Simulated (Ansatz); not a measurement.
G0W0 rungs for ReS2 (P-1).

```cif
data_structure
_symmetry_space_group_name_H-M 'P 1'
_symmetry_Int_Tables_number 1
_cell_length_a 6.2990
_cell_length_b 6.4031
_cell_length_c 12.4647
_cell_angle_alpha 76.060
_cell_angle_beta 89.552
_cell_angle_gamma 61.231
_cell_volume 424.24
loop_
_atom_site_label
_atom_site_type_symbol
_atom_site_fract_x
_atom_site_fract_y
_atom_site_fract_z
_atom_site_occupancy
Re1 Re 0.18751 0.06517 0.24598 1
Re2 Re 0.31246 0.43474 0.25401 1
Re3 Re 0.76173 0.03641 0.24876 1
Re4 Re 0.68754 0.56526 0.74599 1
Re5 Re 0.81249 0.93483 0.75402 1
Re6 Re 0.26176 0.53650 0.74877 1
Re7 Re 0.73824 0.46350 0.25123 1
Re8 Re 0.23827 0.96359 0.75124 1
S9 S 0.90629 0.71288 0.15215 1
S10 S 0.60146 0.77916 0.87968 1
S11 S 0.36404 0.75275 0.13858 1
S12 S 0.14468 0.72171 0.89439 1
S13 S 0.35535 0.77837 0.60562 1
S14 S 0.13593 0.74716 0.36141 1
S15 S 0.63596 0.24725 0.86142 1
S16 S 0.86407 0.25284 0.63859 1
S17 S 0.10142 0.27908 0.37966 1
S18 S 0.59369 0.78703 0.34783 1
S19 S 0.09371 0.28712 0.84785 1
S20 S 0.40631 0.21297 0.65217 1
S21 S 0.85532 0.27829 0.10561 1
S22 S 0.64465 0.22163 0.39438 1
S23 S 0.39854 0.22084 0.12032 1
S24 S 0.89858 0.72092 0.62034 1
```

The structure was relaxed with LDA. The runs that relaxed it are not among those shown. Spin-orbit coupling is left out unless a run names it. PAW set soft_2, made with PBE.

Runs so far (Ansatz 0.2.0, start LDA, default PAW files, 4×4×2 mesh). Times are wall times on 1 × NVIDIA GB200 (shared by 2 runs) with 32 threads of Arm Neoverse V2, shared host, good to a factor of about two.

```
bands summed  cutoff (eV)  gap on the mesh (eV)  time
         316           36                 1.602  30 s
         696           72                 1.646  60 s
```

Question: What should the next rung give, with 1374 bands and screening to 120 eV, and where is the limit?

The error falls about as one over the bands when the cutoff rises with them. A line through the two highest rungs given predicts 1.664 eV; the run gave 1.682 eV, a miss of 0.018 eV, so the law fails here: the steps don't follow it yet. The two highest rungs put the limit near 1.719 eV, the pair below near 1.682 eV; neither can be trusted until a further rung is run.

Gaps are over the mesh's points; an edge off the mesh would be missed. Limits: not at the basis limit; no spin polarisation; d states lean on the start; no spin-orbit coupling.

[Paths, hosts, dates, memory and timing lines, banners, echoed tables and standing remarks are left out of the program output.]

[Logs are printed without paths, hosts, clocks, repeated set-up lines and the standing remarks that a program may print on its own settings, such as how far it seeks lower states.]

[Runs of the session that timed out or met a known fault of the program may be left out.]

[Cells called generated may have been cut or substituted from an entry of the Crystallography Open Database or the Materials Project.]

[Hosts, paths, dates, database ids (printed as entryN), source tags and the programs' standing remarks are cut or masked in the printed files.]
